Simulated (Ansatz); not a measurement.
**Cu wire along [110], 19 atoms a period: bands along the axis**

Wanted: the relaxed geometry and the bands of the Cu wire along [110], 19 atoms a period.

Method: DFT PBE, plane waves, PAW; relaxation of a wire's period; PAW set soft_1, in the first sound run; inputs show where later runs differ, in Ansatz 0.2.0.

## (1) Starting point

The cell holds 19 atoms: 19 Cu. Cell: a = 14.060 Å, b = 17.067 Å, c = 2.567 Å, α = 90.0°, β = 90.0°, γ = 90.0°. Vacuum lies along a and b. The structure's axis is c.

## (2) The relaxed wire

Band widths follow the bond lengths, so the wire is relaxed first. The atoms and the third cell vector are free; the box across stays fixed as vacuum. A Fermi-Dirac smearing is set since the result may be a metal. The pressure printed is a third of the stress's trace over the whole box, vacuum included; only the stress along the axis is relaxed.

The input, input.yaml:

```yaml
crystal:
  lattice:
    - [14.06, 0.0, 0.0]
    - [0.0, 17.067, 0.0]
    - [0.0, 0.0, 2.5667976157]
  atoms:
    - { symbol: Cu, position: [0.241820768, 0.349610219, 0.0] }
    - { symbol: Cu, position: [0.241820768, 0.50000558, 0.0] }
    - { symbol: Cu, position: [0.5, 0.349610219, 0.0] }
    - { symbol: Cu, position: [0.5, 0.199214859, 0.0] }
    - { symbol: Cu, position: [0.5, 0.50000558, 0.0] }
    - { symbol: Cu, position: [0.758179232, 0.349610219, 0.0] }
    - { symbol: Cu, position: [0.758179232, 0.50000558, 0.0] }
    - { symbol: Cu, position: [0.370910384, 0.274412539, 0.5] }
    - { symbol: Cu, position: [0.370910384, 0.4248079, 0.5] }
    - { symbol: Cu, position: [0.370910384, 0.57520326, 0.5] }
    - { symbol: Cu, position: [0.370910384, 0.72559862, 0.5] }
    - { symbol: Cu, position: [0.629089616, 0.274412539, 0.5] }
    - { symbol: Cu, position: [0.629089616, 0.4248079, 0.5] }
    - { symbol: Cu, position: [0.629089616, 0.57520326, 0.5] }
    - { symbol: Cu, position: [0.629089616, 0.72559862, 0.5] }
    - { symbol: Cu, position: [0.241820768, 0.65040094, 0.0] }
    - { symbol: Cu, position: [0.5, 0.65040094, 0.0] }
    - { symbol: Cu, position: [0.5, 0.800796301, 0.0] }
    - { symbol: Cu, position: [0.758179232, 0.65040094, 0.0] }
kpoints:
  mp_grid: { grid: [1, 1, 32] }
scf:
  occupations: { method: fermi_dirac, width: 0.05 }
hamiltonian:
  xc: pbe
  pseudopotentials: { kind: paw, azcp: { folder: soft_1 } }
relax:
  cell: { fix: [a, b, alpha, beta, gamma] }
  max_steps: 45
  f_tol: 0.03
```

Command:

```console
> ansatz run input.yaml --threads 4 --pin off --max-ram 16384MiB --backend cpu --events-out ev --progress --plain --runs-dir out
```

Numbers of over 12 decimals in the logs are rounded to 6 here.

Output:

```text
Engine: ansatz 0.2.0, aarch64-unknown-linux-gnu
Pseudopotentials: kind: paw
Pseudopotential: Cu, paw, valence charge 19, recommended cutoff 420 eV (normal), soft_1/Cu.paw.azcp
Functional definition: PBE
  parameter kappa = 0.804
  parameter beta = 0.066725
  exchange = pbe_x(kappa = kappa, mu = beta*pi^2/3)
  correlation = pbe_c(beta = beta)
Crystal: 19 atoms, lattice volume = 615.934 Å³
Basis set: ecut = 420 eV, 12075 PW (Γ), exchange–correlation on 192×240×36 points (8 copies of the dense FFT grid, shifted against one another)
Bands: 217, of which v1, the nominal top of the filled ones, is band 181 counted from 1 (180 counted from 0)
Symmetry: 8 space group operations
Space group: Pmmm (ITA 47), of the structure as read, at distance tolerance 8.5e-5 Å
k-points: 17 of 32
Non-local potential: Cu, projectors of the file, l = 0: 3, l = 1: 2, l = 2: 3, l = 3: 1
PAW form: soft (Blöchl's): semilocal exchange-correlation on the pseudo side does not see the compensation charge
PAW one-centre angular grid: Cu, 590 points (default); XC on 64 Gauss nodes
Initial density: superposition of atomic densities (neutral atoms: chi_scale 0, normalization atom)
Initial wavefunctions: pseudopotential atomic-orbital guess
Functional: x = pbe(κ = 0.804, μ = 0.219515), c = pbe(β = 0.066725)
SCF iter   1: F=—  HF=-125883.816417 eV  |F-HF|=—  |Δ(HF+E_count)|=         —  Δρ=1.43e-1  dr2=7.82e1  ethr=3.10e-3  ⟨swp⟩=6.5  Hψ=14531  notcnv=0  defer=188
preconditioner: auto → LDOS  [metal: Δε(μ)=0.018 eV  Ē_g=6.859 eV  σ=0.050 eV  W_gap=0.09  n_scr=128 (ndim 8)  ℏωp=21.6 eV  f_vac=0.559  D(μ)=10.12/eV (n_scr^D=54)  β→1.0]
SCF iter   2: F=—  HF=-125958.874101 eV  |F-HF|=—  |Δ(HF+E_count)|=    7.51e1  Δρ=2.80e-1  dr2=2.74e2  ethr=3.10e-3  ⟨swp⟩=4.0  Hψ=11283  notcnv=0  defer=414  recentre
SCF iter   3: F=—  HF=-125871.220287 eV  |F-HF|=—  |Δ(HF+E_count)|=    8.77e1  Δρ=4.15e-2  dr2=6.99e0  ethr=3.10e-3  ⟨swp⟩=4.0  Hψ=9506  notcnv=0  defer=456
SCF iter   4: F=—  HF=-125870.350054 eV  |F-HF|=—  |Δ(HF+E_count)|=   8.70e-1  Δρ=2.13e-2  dr2=1.64e0  ethr=1.94e-3  ⟨swp⟩=2.2  Hψ=6344  notcnv=0  defer=439
SCF iter   5: F=—  HF=-125870.047149 eV  |F-HF|=—  |Δ(HF+E_count)|=   3.03e-1  Δρ=4.36e-3  dr2=7.01e-2  ethr=4.54e-4  ⟨swp⟩=2.1  Hψ=5997  notcnv=0  defer=443
SCF iter   6: F=—  HF=-125870.074196 eV  |F-HF|=—  |Δ(HF+E_count)|=   2.70e-2  Δρ=2.33e-3  dr2=2.25e-2  ethr=1.94e-5  ⟨swp⟩=2.0  Hψ=6148  notcnv=0  defer=443
SCF iter   7: F=—  HF=-125870.080901 eV  |F-HF|=—  |Δ(HF+E_count)|=   6.71e-3  Δρ=7.40e-4  dr2=2.35e-3  ethr=6.23e-6  ⟨swp⟩=2.1  Hψ=5120  notcnv=0  defer=443
SCF iter   8: F=—  HF=-125870.083033 eV  |F-HF|=—  |Δ(HF+E_count)|=   2.13e-3  Δρ=3.50e-4  dr2=6.63e-4  ethr=6.52e-7  ⟨swp⟩=2.9  Hψ=5371  notcnv=0  defer=443
SCF iter   9: F=—  HF=-125870.083030 eV  |F-HF|=—  |Δ(HF+E_count)|=   2.89e-6  Δρ=1.72e-4  dr2=2.05e-4  ethr=1.84e-7  ⟨swp⟩=2.0  Hψ=4901  notcnv=0  defer=443
SCF iter  10: F=—  HF=-125870.083038 eV  |F-HF|=—  |Δ(HF+E_count)|=   8.49e-6  Δρ=5.90e-5  dr2=2.03e-5  ethr=5.68e-8  ⟨swp⟩=2.0  Hψ=5018  notcnv=0  defer=443
SCF iter  11: F=—  HF=-125870.083436 eV  |F-HF|=—  |Δ(HF+E_count)|=   3.98e-4  Δρ=3.61e-5  dr2=6.21e-6  ethr=5.63e-9  ⟨swp⟩=2.2  Hψ=5063  notcnv=0  defer=443
SCF iter  12: F=—  HF=-125870.083439 eV  |F-HF|=—  |Δ(HF+E_count)|=   2.50e-6  Δρ=1.82e-5  dr2=1.85e-6  ethr=1.72e-9  ⟨swp⟩=2.0  Hψ=4955  notcnv=0  defer=443
SCF iter  13: F=—  HF=-125870.083441 eV  |F-HF|=—  |Δ(HF+E_count)|=   1.80e-6  Δρ=5.77e-6  dr2=1.75e-7  ethr=5.14e-10  ⟨swp⟩=2.1  Hψ=4965  notcnv=0  defer=443
SCF iter  14: F=—  HF=-125870.083441 eV  |F-HF|=—  |Δ(HF+E_count)|=   1.34e-7  Δρ=5.24e-6  dr2=1.20e-7  ethr=2.77e-11  ⟨swp⟩=4.0  Hψ=11625  notcnv=0
SCF iter  15: F=-125870.083441 eV  HF=-125870.083441 eV  |F-HF|=5.30e-9  |Δ(HF+E_count)|=   2.14e-9  Δρ=1.50e-6  dr2=1.67e-8  ethr=2.77e-11  ⟨swp⟩=3.2  Hψ=9840  notcnv=0
SCF 1 converged in 15 iterations: F = -125870.083441 eV  dr2 = 1.67e-8
  greatest PAW one-centre occupation: 1.000 electrons in one spin orbital (limit 2), on the Cu atom at site 18 (counted from 0), in its partial waves of l = 0
relax step   1: F+E_penalty+E_count = -125870.08344066 eV  Δ(F+E_penalty+E_count) = +0.000e0 eV  max|allowed force component| = 5.192e-1 eV/Å  Δτ_max = 0.0000 Å  P = -1.904 GPa  Ω = 615.934 Å³  fix = [a, b, alpha, beta, gamma]  reactions: a -1.527, b -1.847 GPa  (15 SCF iters, dr2 threshold 1.00e-7 eV, accepted)
Crystal: 19 atoms, lattice volume = 610.055 Å³
Basis set: ecut = 420 eV, 11923 PW (Γ), exchange–correlation on 192×240×36 points (8 copies of the dense FFT grid, shifted against one another)
Initial density: handed on by an earlier stage of this run
Initial wavefunctions: those handed on with the density
iter 1 solved again at ethr=4.16e-5 eV; its pass at ethr=3.10e-3 eV (dr2=1.50e-1 eV) is discarded
SCF iter   1: F=—  HF=-125870.302542 eV  |F-HF|=—  |Δ(HF+E_count)|=         —  Δρ=6.66e-3  dr2=1.53e-1  ethr=4.16e-5  ⟨swp⟩=3.4  Hψ=18141  notcnv=0
preconditioner: auto → LDOS  [metal: Δε(μ)=0.045 eV  Ē_g=7.600 eV  σ=0.050 eV  W_gap=0.22  n_scr=124 (ndim 8)  ℏωp=21.7 eV  f_vac=0.563  D(μ)=6.97/eV (n_scr^D=40)  β→1.0]
SCF iter   2: F=—  HF=-125870.409862 eV  |F-HF|=—  |Δ(HF+E_count)|=   1.07e-1  Δρ=1.40e-2  dr2=6.79e-1  ethr=4.16e-5  ⟨swp⟩=3.0  Hψ=8892  notcnv=0  recentre
SCF iter   3: F=—  HF=-125870.277521 eV  |F-HF|=—  |Δ(HF+E_count)|=   1.32e-1  Δρ=3.38e-3  dr2=4.01e-2  ethr=4.16e-5  ⟨swp⟩=2.2  Hψ=7380  notcnv=0  defer=416
SCF iter   4: F=—  HF=-125870.269608 eV  |F-HF|=—  |Δ(HF+E_count)|=   7.91e-3  Δρ=8.82e-4  dr2=3.02e-3  ethr=1.11e-5  ⟨swp⟩=2.0  Hψ=5015  notcnv=0  defer=416
SCF iter   5: F=—  HF=-125870.269260 eV  |F-HF|=—  |Δ(HF+E_count)|=   3.49e-4  Δρ=2.65e-4  dr2=2.86e-4  ethr=8.37e-7  ⟨swp⟩=2.3  Hψ=5049  notcnv=0  defer=416
SCF iter   6: F=—  HF=-125870.269719 eV  |F-HF|=—  |Δ(HF+E_count)|=   4.59e-4  Δρ=9.33e-5  dr2=3.78e-5  ethr=7.93e-8  ⟨swp⟩=2.1  Hψ=5100  notcnv=0  defer=416
SCF iter   7: F=—  HF=-125870.269747 eV  |F-HF|=—  |Δ(HF+E_count)|=   2.79e-5  Δρ=8.88e-5  dr2=2.88e-5  ethr=1.05e-8  ⟨swp⟩=2.4  Hψ=6268  notcnv=0  defer=416
SCF iter   8: F=-125870.269742 eV  HF=-125870.269743 eV  |F-HF|=5.57e-7  |Δ(HF+E_count)|=   4.19e-6  Δρ=1.72e-5  dr2=1.76e-6  ethr=5.26e-10  ⟨swp⟩=3.1  Hψ=14829  notcnv=0
SCF 2 converged in 8 iterations: F = -125870.269742 eV  dr2 = 1.76e-6
[...]
relax step   4: F+E_penalty+E_count = -125870.34828596 eV  Δ(F+E_penalty+E_count) = -2.497e-3 eV  max|allowed force component| = 2.600e-2 eV/Å  Δτ_max = 0.0180 Å  P = -0.061 GPa  Ω = 602.848 Å³  energy of the carried Pulay correction = +3.980e-3 eV  fix = [a, b, alpha, beta, gamma]  reactions: a -0.032, b -0.087 GPa  (8 SCF iters, dr2 threshold 2.57e-7 eV, accepted)
[...]
relax step   5: F+E_penalty+E_count = -125870.34883704 eV  Δ(F+E_penalty+E_count) = -5.511e-4 eV  max|allowed force component| = 1.084e-3 eV/Å  Δτ_max = 0.0063 Å  P = +0.000 GPa  Ω = 602.659 Å³  energy of the carried Pulay correction = +4.038e-3 eV  fix = [a, b, alpha, beta, gamma]  reactions: a +0.035, b -0.040 GPa  (9 SCF iters, dr2 threshold 1.02e-8 eV, accepted)
Initial wavefunctions: pseudopotential atomic-orbital guess (no wavefunctions were taken with the density)
iter 1 solved again at ethr=6.47e-7 eV; its pass at ethr=3.10e-3 eV (dr2=2.33e-3 eV) is discarded
SCF iter   1: F=—  HF=-125870.343879 eV  |F-HF|=—  |Δ(HF+E_count)|=         —  Δρ=4.69e-5  dr2=2.98e-6  ethr=6.47e-7  ⟨swp⟩=4.5  Hψ=25134  notcnv=0
eigensolver tolerance schedule: the retry pair's looser diagonalisation over-reported the residual by 781.43 of it (diagonalisation noise at 0.19 of the residual, at the tolerance the schedule requests for it); recorded, not acted on — ethr = c·dr2/N_el stays at c = 1.0e-1
preconditioner: auto → LDOS  [metal: Δε(μ)=0.016 eV  Ē_g=7.765 eV  σ=0.050 eV  W_gap=0.08  n_scr=120 (ndim 8)  ℏωp=21.9 eV  f_vac=0.566  D(μ)=7.38/eV (n_scr^D=42)  β→1.0]
SCF iter   2: F=—  HF=-125870.344190 eV  |F-HF|=—  |Δ(HF+E_count)|=   3.12e-4  Δρ=2.41e-4  dr2=2.07e-4  ethr=8.26e-10  ⟨swp⟩=3.8  Hψ=8976  notcnv=0
SCF iter   3: F=—  HF=-125870.344216 eV  |F-HF|=—  |Δ(HF+E_count)|=   2.58e-5  Δρ=3.18e-4  dr2=3.28e-4  ethr=8.26e-10  ⟨swp⟩=4.0  Hψ=8951  notcnv=0
SCF iter   4: F=—  HF=-125870.344145 eV  |F-HF|=—  |Δ(HF+E_count)|=   7.12e-5  Δρ=4.09e-5  dr2=5.32e-6  ethr=8.26e-10  ⟨swp⟩=3.0  Hψ=8448  notcnv=0
SCF iter   5: F=—  HF=-125870.344239 eV  |F-HF|=—  |Δ(HF+E_count)|=   9.44e-5  Δρ=1.88e-5  dr2=1.34e-6  ethr=8.26e-10  ⟨swp⟩=2.2  Hψ=6539  notcnv=0
SCF iter   6: F=—  HF=-125870.344239 eV  |F-HF|=—  |Δ(HF+E_count)|=   1.95e-7  Δρ=1.93e-6  dr2=4.21e-8  ethr=3.72e-10  ⟨swp⟩=2.0  Hψ=5127  notcnv=0
SCF iter   7: F=—  HF=-125870.344239 eV  |F-HF|=—  |Δ(HF+E_count)|=   9.66e-9  Δρ=1.54e-6  dr2=1.07e-8  ethr=1.17e-11  ⟨swp⟩=2.0  Hψ=5588  notcnv=0
SCF iter   8: F=—  HF=-125870.344239 eV  |F-HF|=—  |Δ(HF+E_count)|=   1.51e-9  Δρ=6.89e-7  dr2=2.35e-9  ethr=2.97e-12  ⟨swp⟩=2.0  Hψ=5432  notcnv=0
SCF iter   9: F=—  HF=-125870.344239 eV  |F-HF|=—  |Δ(HF+E_count)|=  2.04e-10  Δρ=3.33e-7  dr2=5.51e-10  ethr=1.00e-12  ⟨swp⟩=2.0  Hψ=5252  notcnv=0
SCF iter  10: F=-125870.344239 eV  HF=-125870.344239 eV  |F-HF|=1.46e-10  |Δ(HF+E_count)|=  2.91e-11  Δρ=1.54e-7  dr2=1.21e-10  ethr=1.00e-12  ⟨swp⟩=4.1  Hψ=11627  notcnv=0
SCF 6 converged in 10 iterations: F = -125870.344239 eV  dr2 = 1.21e-10
relax step   6: F+E_penalty+E_count = -125870.34423902 eV  Δ(F+E_penalty+E_count) = +4.598e-3 eV  max|allowed force component| = 1.103e-3 eV/Å  Δτ_max = 0.0000 Å  P = +0.005 GPa  Ω = 602.659 Å³  fix = [a, b, alpha, beta, gamma]  reactions: a +0.038, b -0.037 GPa  stress off target by 1.52e-2 GPa on what of the cell is left free  SCF on the basis re-selected at this cell (its energy is not comparable with the rows above)  (10 SCF iters)
basis re-selected at this cell: Δ(F+E_penalty+E_count) = +4.598e-3 eV, ΔP = +0.005 GPa vs the last step (what re-selecting the basis moved, of the pressure what is left beyond the Pulay correction that the steps carried, after the strain that the cell walked since its last selection, with what the two solves' SCF thresholds leave and, on support functions, any second-order correction that the steps lacked; it is no m [...]
SCF converged after 10 iterations
Free energy (F): -125870.344239 eV
Harris-Foulkes:  -125870.344239 eV  (|F-HF|=1.46e-10)
Internal energy: -125870.284490 eV  (E = F + TS)
E sigma→0 (E₀):  -125870.314364 eV
Entropy (-TS):   -0.059749 eV (-3.145 meV/atom)
Fermi energy:    3.358353 eV
--- Per-component energies (eV) ---
  E_band       = -11595.804754
  E_kinetic    = 4969.973461
  E_local      = -404610.237584  (includes V_loc(G=0)·N_el)
  E_nonlocal   = 16966.549756
  E_hartree    = 193464.357585
  E_xc         = -1294.431612
  E_vxc        = -1669.825742  (∫ρ·V_xc dr)
  E_paw        = -34535.028841  (= ΣΔE_a)
  E_vpaw       = -14180.996489  (= ΣTr[D̂ρ^β])
  E_aug_tail   = 0.017896  (compensation charges beyond the density's cutoff)
  E_ewald      = 99168.514849
  E_smearing   = -0.059749  (= −TS)
  E_closure    = 0.000000  (closes the sum)
  Σ components = -125870.344239   (vs F -125870.344239, Δ=0.00e0)
--- Forces (eV/Å), atoms counted from 1 ---
  atom   1  Cu     0.00064076     0.00022076    -0.00000000
  atom   2  Cu    -0.00029156     0.00000000     0.00000000
  atom   3  Cu    -0.00000000    -0.00022858    -0.00000000
  atom   4  Cu     0.00000000     0.00110265     0.00000000
  atom   5  Cu     0.00000000     0.00000000     0.00000000
  atom   6  Cu    -0.00064076     0.00022076     0.00000000
  atom   7  Cu     0.00029156    -0.00000000    -0.00000000
  atom   8  Cu     0.00049701     0.00053622    -0.00000000
  atom   9  Cu    -0.00012036     0.00004002     0.00000000
  atom  10  Cu    -0.00012036    -0.00004002     0.00000000
  atom  11  Cu     0.00049701    -0.00053622    -0.00000000
  atom  12  Cu    -0.00049701     0.00053622     0.00000000
  atom  13  Cu     0.00012036     0.00004002    -0.00000000
  atom  14  Cu     0.00012036    -0.00004002    -0.00000000
  atom  15  Cu    -0.00049701    -0.00053622     0.00000000
  atom  16  Cu     0.00064076    -0.00022076    -0.00000000
  atom  17  Cu     0.00000000     0.00022858     0.00000000
  atom  18  Cu     0.00000000    -0.00110265    -0.00000000
  atom  19  Cu    -0.00064076    -0.00022076     0.00000000
  max |Σ_I F_I| component: 1.36e-19 eV/Å
--- Stress (GPa, compression-positive) ---
        0.037537       0.000000      -0.000000
        0.000000      -0.036992       0.000000
       -0.000000       0.000000       0.015162
  P = ⅓ Tr σ = 0.0052 GPa (0.052 kbar)
--- Relaxed structure (5 steps of the walk, 5 accepted, 1 SCFs on fresh bases) ---
  F+E_penalty+E_count = -125870.34423902 eV   max|allowed force component| = 1.103e-3 eV/Å   (the final SCF, on the basis selected at the relaxed cell)
  cell:  # Å, volume = 602.6592 Å³
    - [14.06, 0.0, 0.0]
    - [0.0, 17.067, 0.0]
    - [0.0, 0.0, 2.511477]
  atoms:
    - { symbol: Cu, position: [0.245592, 0.352192, 0.0] }
    - { symbol: Cu, position: [0.240294, 0.5, 0.0] }
    - { symbol: Cu, position: [0.500000, 0.352510, 0.0] }
    - { symbol: Cu, position: [0.500000, 0.208735, 0.0] }
    - { symbol: Cu, position: [0.500000, 0.5, 0.0] }
    - { symbol: Cu, position: [0.754408, 0.352192, 0.0] }
    - { symbol: Cu, position: [0.759706, 0.5, 0.0] }
    - { symbol: Cu, position: [0.368978, 0.276105, 0.5] }
    - { symbol: Cu, position: [0.368898, 0.426159, 0.5] }
    - { symbol: Cu, position: [0.368898, 0.573841, 0.5] }
    - { symbol: Cu, position: [0.368978, 0.723895, 0.5] }
    - { symbol: Cu, position: [0.631022, 0.276105, 0.5] }
    - { symbol: Cu, position: [0.631102, 0.426159, 0.5] }
    - { symbol: Cu, position: [0.631102, 0.573841, 0.5] }
    - { symbol: Cu, position: [0.631022, 0.723895, 0.5] }
    - { symbol: Cu, position: [0.245592, 0.647808, 0.0] }
    - { symbol: Cu, position: [0.500000, 0.647490, 0.0] }
    - { symbol: Cu, position: [0.500000, 0.791265, 0.0] }
    - { symbol: Cu, position: [0.754408, 0.647808, 0.0] }
```

Elapsed: 11 min, on 4 threads of Arm Neoverse N1, shared host; peak memory 3.5 GiB; 42 min of CPU time.

(Continued in part 2 of 2.)

[Logs are printed without paths, hosts, clocks, repeated set-up lines and the standing remarks that a program may print on its own settings, such as how far it seeks lower states.]

[Hosts, paths, dates, database ids (printed as entryN), source tags and the programs' standing remarks are cut or masked in the printed files.]
